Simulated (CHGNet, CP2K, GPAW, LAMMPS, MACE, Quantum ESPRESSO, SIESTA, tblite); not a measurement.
# Glassy 45P2O5-55ZnO (mol %) (85 atoms): other programs against plane waves

One geometry of glassy 45P2O5-55ZnO (mol %) (85 atoms) is solved by several programs and methods. How far do their forces lie from a plane-wave PBE run?

Results are calculated, not measured.

## 1. The cell

The cell holds 85 atoms (18 P, 11 Zn and 56 O), with edges of 10.50, 10.50 and 10.50 Å. Recipe: 85 atoms (18 P, 11 Zn, 56 O) placed at random at 3.06 g/cm³, melted at 4000 K for 10 ps at fixed volume with the Morse and Coulomb pair potential with partial charges (Pedone, Malavasi, Menziani, Cormack and Segre, J. Phys. Chem. B 110, 11780 (2006)). Quenched from 4000 K to 300 K at 500 K/ps and fixed volume, held 10 ps at zero pressure, then minimised at fixed cell. The density is 3.12 g/cm³.

## 2. The reference input

Quantum ESPRESSO 7.5: Kohn-Sham DFT, PBE, SSSP efficiency 1.3.0 pseudopotentials, plane waves. Its input, pw.in:

```
&control
  calculation = 'scf'
  pseudo_dir = './pseudo'
  outdir = './tmp'
  disk_io = 'none'
  tprnfor = .true.
  tstress = .true.
/
&system
  ibrav = 0
  nat = 85
  ntyp = 3
  ecutwfc = 60
  ecutrho = 480
  nosym = .true.
  occupations = 'smearing'
  smearing = 'fd'
  degauss = 0.003675
/
&electrons
  conv_thr = 4.3e-07
  electron_maxstep = 100
  mixing_beta = 0.4
  mixing_mode = 'plain'
  diagonalization = 'david'
/
ATOMIC_SPECIES
P 30.974 P.upf
Zn 65.380 Zn.upf
O 15.999 O.upf
CELL_PARAMETERS angstrom
10.49771 0.00000 0.00000
0.00000 10.49771 0.00000
0.00000 0.00000 10.49771
ATOMIC_POSITIONS crystal
P 0.28642 0.46483 0.98490
P 0.95120 0.19614 0.70237
P 0.68404 0.67757 0.18483
P 0.52112 0.63028 0.93716
[... 79 atom lines left out ...]
O 0.97469 0.79859 0.85414
O 0.95663 0.15232 0.29983
K_POINTS gamma
```

```console
$ OMP_NUM_THREADS=1 mpirun -np 4 pw.x -in pw.in > output.txt
```

The job ended after 4.1 min (4 MPI ranks of Arm Neoverse V1, shared host; peak memory 3.7 GiB).

It converged with an r.m.s. force component of 1.1 eV/Å and a pressure of 2.3 GPa.

Its highest filled and lowest empty levels lie 1.68 eV apart on its k-points.

## 3. The other programs

- CHGNet: machine-learned potential, published weights.
- CP2K 2026.2: Gaussian basis with GTH pseudopotentials and a plane-wave density; labels give functional, basis (MOLOPT sets; SR short-range, UZH the newer set with its own potentials), grid cutoff/relative cutoff and solver (OT: orbital transformation; TRS4, TC2, SIGN: linear-scaling purification with its sparsity filter), or its built-in tight binding.
- GPAW 26.7.0: PAW with atomic orbitals (LCAO), plane waves or a real-space grid of spacing h.
- MACE: machine-learned potential, published weights.
- Quantum ESPRESSO 7.5: plane waves; labels (QE) give functional, pseudopotential set and cutoffs of waves/density.
- SIESTA 5.4.2: numerical atomic orbitals, whose automatically made sets are far from complete, with PseudoDojo norm-conserving potentials that we converted to its format (checked against plane waves on the same files for H, C, O, Si, Ge and Ca alone); labels give functional, basis size, energy shift and mesh cutoff.
- tblite 0.8.0: extended tight binding, driven from Python.

All use the same cell and atoms, and the electronic-structure runs the same k-mesh.

## 4. All runs compared

Differences are against the reference: forces as r.m.s. over components, share as that over the reference's r.m.s. force, slope as the fitted ratio of a run's forces to the reference's.

```tsv
run	Δ force, r.m.s. (meV/Å)	share (%)	slope	Δ pressure (GPa)	Δ gap (eV)	cores	CPU time	memory (GiB)
reference	-	-	-	-	-	4	16 min	3.7
CHGNet 0.3.0 potential	296	26.0	0.823	-0.407	-	1	4.8 s	1.1
CP2K PBE, DZVP-MOLOPT-SR, 280/50 Ry, OT DIIS (coarse)	834	73.2	1.024	0.841	-0.236	2	7.7 min	0.81
CP2K PBE, DZVP-MOLOPT-SR, 560/50 Ry, OT DIIS (coarse)	158	13.8	1.052	0.367	-0.222	4	10 min	2.7
CP2K PBE, DZVP-MOLOPT-SR, 800/50 Ry, diagonalisation	144	12.7	1.046	0.357	-0.222	4	5.6 min	6.1
CP2K PBE, SZV-MOLOPT-SR, 800/50 Ry, OT DIIS (coarse)	3310	291	2.120	35.0	-0.956	2	7.7 min	2.2
CP2K PBE, SZV-MOLOPT-SR, 800/50 Ry, TRS4 filter 1e-05, SCF 1e-06 (coarse)	3320	291	2.121	35.0	-	2	85 s	2.2
CP2K PBE, SZV-MOLOPT-SR, 800/50 Ry, TRS4 filter 1e-06, SCF 1e-06 (coarse)	3319	291	2.121	35.0	-	2	86 s	2.2
CP2K PBE, SZV-MOLOPT-SR, 800/50 Ry, TRS4 filter 1e-07, SCF 1e-07 (coarse)	3310	291	2.119	35.0	-	2	2 min	2.2
CP2K RPBE, PBE potentials, DZVP-MOLOPT-SR, 800/50 Ry, OT DIIS	206	18.1	1.038	2.29	-0.144	4	11 min	3.6
GPAW PBE, LCAO dzp, h 0.18 Å	518	45.5	1.248	-	-0.257	1	2.5 min	1.6
GPAW PBE, LCAO dzp, h 0.18 Å, other mixer settings	519	45.6	1.248	-	-0.257	2	3.4 min	1.8
GPAW PBE, LCAO dzp, h 0.22 Å (coarse)	542	47.6	1.245	-	-0.263	1	94 s	0.89
GPAW PBE, LCAO sz(dzp), h 0.18 Å (coarse)	3177	279	1.996	-	-1.09	1	58 s	1.3
MACE MP-0b2 small potential	258	22.6	0.849	-0.919	-	1	7.6 s	0.67
MACE MPA-0 medium potential	196	17.2	0.889	-0.835	-	1	9.4 s	1.1
QE PBE, sssp-1.3.0-efficiency, 30/240 Ry (coarse)	45.0	3.95	1.010	-43.1	-0.048	2	5.2 min	1.3
SIESTA PBE, DZ, shift 0.01 Ry, mesh 500 Ry (coarse)	2448	215	1.768	20.2	-0.284	2	2 min	1.1
SIESTA PBE, DZP, shift 0.01 Ry, mesh 150 Ry (coarse)	317	27.8	1.191	0.183	-0.0328	2	62 s	0.66
SIESTA PBE, DZP, shift 0.01 Ry, mesh 500 Ry	312	27.4	1.190	0.148	-0.0333	2	3.6 min	1.6
SIESTA PBE, SZP, shift 0.01 Ry, mesh 500 Ry (coarse)	987	86.6	1.595	6.04	-0.183	2	3 min	1.4
tblite GFN1-xTB	502	44.1	0.824	2.25	-	1	4.7 s	0.12
```

Rows marked coarse were listed beforehand as settings not expected to be converged; some can still land near the reference.

Times of the machine-learned potentials are mostly Python's start and the loading of weights.

Runs without a result: CP2K GFN1-xTB, OT DIIS (not converged).

CPU time is summed over cores on shared hosts, so it is rough.

## 5. What came out

Forces lie from 4.0 % (QE PBE, sssp-1.3.0-efficiency, 30/240 Ry, coarse) to 291 % (CP2K PBE, SZV-MOLOPT-SR, 800/50 Ry, TRS4 filter 1e-05, SCF 1e-06, coarse) of the reference's r.m.s. force of 1.1 eV/Å away from it. The PBE runs in local orbitals, coarse settings apart, differ by 13 % (CP2K PBE, DZVP-MOLOPT-SR, 800/50 Ry, diagonalisation) to 46 % (GPAW PBE, LCAO dzp, h 0.18 Å, other mixer settings); basis, grid and potentials can all enter. Tight binding differs by 44 % (tblite GFN1-xTB); it is another model, with fitted parameters of its own, and the xTB methods hold dispersion. Machine-learned potentials differ by 17 % (MACE MPA-0 medium potential) to 26 % (CHGNet 0.3.0 potential); they were trained on other programs' data. Among those trained on PBE data the slope goes as low as 0.82, which softening far from their training structures can give, though the reference's k-sampling is untested too.

Rows with another functional or a dispersion term differ by 18 % (CP2K RPBE, PBE potentials, DZVP-MOLOPT-SR, 800/50 Ry, OT DIIS), which mixes the change of model with differences of basis and potentials, some of them made for another functional. Runs with settings chosen to be coarse differ by 4.0 % (QE PBE, sssp-1.3.0-efficiency, 30/240 Ry) to 291 % (CP2K PBE, SZV-MOLOPT-SR, 800/50 Ry, TRS4 filter 1e-05, SCF 1e-06), their programs' other errors included. SIESTA PBE, DZP, shift 0.01 Ry, mesh 150 Ry stiffens the forces by a factor of 1.19 while following their directions (correlation 0.986). From CP2K PBE, DZVP-MOLOPT-SR, 280/50 Ry, OT DIIS to the finer CP2K PBE, DZVP-MOLOPT-SR, 800/50 Ry, diagonalisation the share falls from 73 to 13 %. From GPAW PBE, LCAO dzp, h 0.22 Å to the finer GPAW PBE, LCAO dzp, h 0.18 Å, other mixer settings the share goes from 47.6 to 45.6 %, so the grid isn't what parts these runs from the reference. Pressures at PBE, coarse settings apart, lie +0.15 to +0.36 GPa from the reference's. Gaps at PBE, coarse settings apart, lie -0.26 to -0.03 eV from the reference's. A pressure off by over 25 GPa (CP2K PBE, SZV-MOLOPT-SR, 800/50 Ry, OT DIIS, CP2K PBE, SZV-MOLOPT-SR, 800/50 Ry, TRS4 filter 1e-05, SCF 1e-06, CP2K PBE, SZV-MOLOPT-SR, 800/50 Ry, TRS4 filter 1e-06, SCF 1e-06 and 2 more) is no usable stress for this cell.

Caveats: Periodic xTB results under one method name differ between programs and library versions. The potentials hold different valence shells: 646 electrons in the reference, 558 in CP2K with SZV-MOLOPT-SR and 558 in GPAW; this bears on time and differences. The reference's pressure holds the uncorrected Pulay stress of its 60 Ry basis, so small pressure differences may be the reference's own error. In our tests on small cells the SSSP efficiency potentials stood apart from two norm-conserving sets, for C–F bonds most and for P–O bonds less, so differences from this reference needn't be the other run's error. Machine-learned potentials mimic data converged in k, so the reference's own k-point error enters their differences. The quench rate of 500 K/ps is many orders above laboratory rates, so the cell is likely richer in defects and strain than a real sample. The network of bonds at the start is that of the classical potential that made the cell, and needn't be the one that DFT or experiment would give. The electronic-structure runs sample only Γ, in a cell whose shortest periodic width is 10 Å. The reference's pressure of 2.3 GPa reflects the volume that the recipe set, positions that aren't this level's minimum and the basis. Where levels are smeared, the DFT runs use Fermi–Dirac occupations at 580 K (0.05 eV), and energies are free energies. The reference's cutoffs and mesh weren't converged further here.

[Logs are printed without paths, hosts, clocks, repeated set-up lines and the standing remarks that a program may print on its own settings, such as how far it seeks lower states.]

[Hosts, paths, dates, database ids (printed as entryN), source tags and the programs' standing remarks are cut or masked in the printed files.]

[Cells were taken only where this reference lay near another plane-wave run.]
